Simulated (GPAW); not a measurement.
## WS2 (P6_3/mmc): refractive index against wavelength

The refractive index of WS2 (P6_3/mmc) along x below the direct gap (1.72 eV on the mesh) is read from one computed spectrum, n = √(Re ε). x, y and z are the Cartesian axes of the input cell.

Cell: a, b, c = 3.180, 3.180, 12.500 Å (primitive vectors), 6 atoms.

Method: GPAW 26.7.0, LDA, RPA, k-mesh 12×12×3, local fields up to 50 eV, Lorentzian half width 0.15 eV.

Launch of the response step: `OMP_NUM_THREADS=1 python df.py`. The run took 15.5 min, its band step included, on 1 thread of Arm Neoverse V1, on a shared host.

```tsv
wavelength (nm)	photon energy E (eV)	n
3000	0.413	3.5858
2000	0.620	3.6155
1550	0.800	3.6533
1310	0.946	?
1064	1.165	3.7759
```

In the single-oscillator model n² − 1 = E₀E_d/(E₀² − E²), so 1/(n² − 1) = E₀/E_d − E²/(E₀E_d) is linear in E².

Working, on the rows shown:

| x = E² (eV²) | y = 1/(n² − 1) |
| --- | --- |
| 0.170801 | 0.0843315 |
| 0.384302 | 0.0828374 |
| 0.639837 | 0.080994 |
| 1.35784 | 0.0754295 |

Means: x̄ = 0.6382, ȳ = 0.080898. Σ(x − x̄)(y − ȳ) = -0.006032, Σ(x − x̄)² = 0.8008. Slope = -0.006032 / 0.8008 = -0.007533; intercept = ȳ − slope · x̄ = 0.085706. Turned back into n, the line misses the rows shown by at most 0.0023.

Problem. Fill in the last column of the withheld row.

Solution. At x = 0.89576 the line gives y = 0.078958, that is 3.6966. The run gave 3.6939, so the interpolation is off by 0.0027, 1.4 % of the range in the table.

Refitted with all rows, the slope is -0.007503 and the intercept 0.08571. These give E₀ = √(intercept/−slope) = 3.38 eV and E_d = E₀/intercept = 39.4 eV; E₀ is 2.0 times the direct gap. The electronic limit at long wavelengths, without lattice vibrations, is n = √(1 + 1/intercept) = 3.559. The cell comes from an older database entry, whose edges can be off by a per cent or so. Excitons are left out; LDA gaps are as a rule too small. The values come from a sum over the points of one k-mesh and carry its error, which grows as the direct gap shrinks. This version of GPAW has incomplete matrix elements in the optical limit, which can lower ε − 1 by up to a tenth where first-row anions or d states rule. Spin-orbit coupling is left out.

[Logs are printed without paths, hosts, clocks, repeated set-up lines and the standing remarks that a program may print on its own settings, such as how far it seeks lower states.]
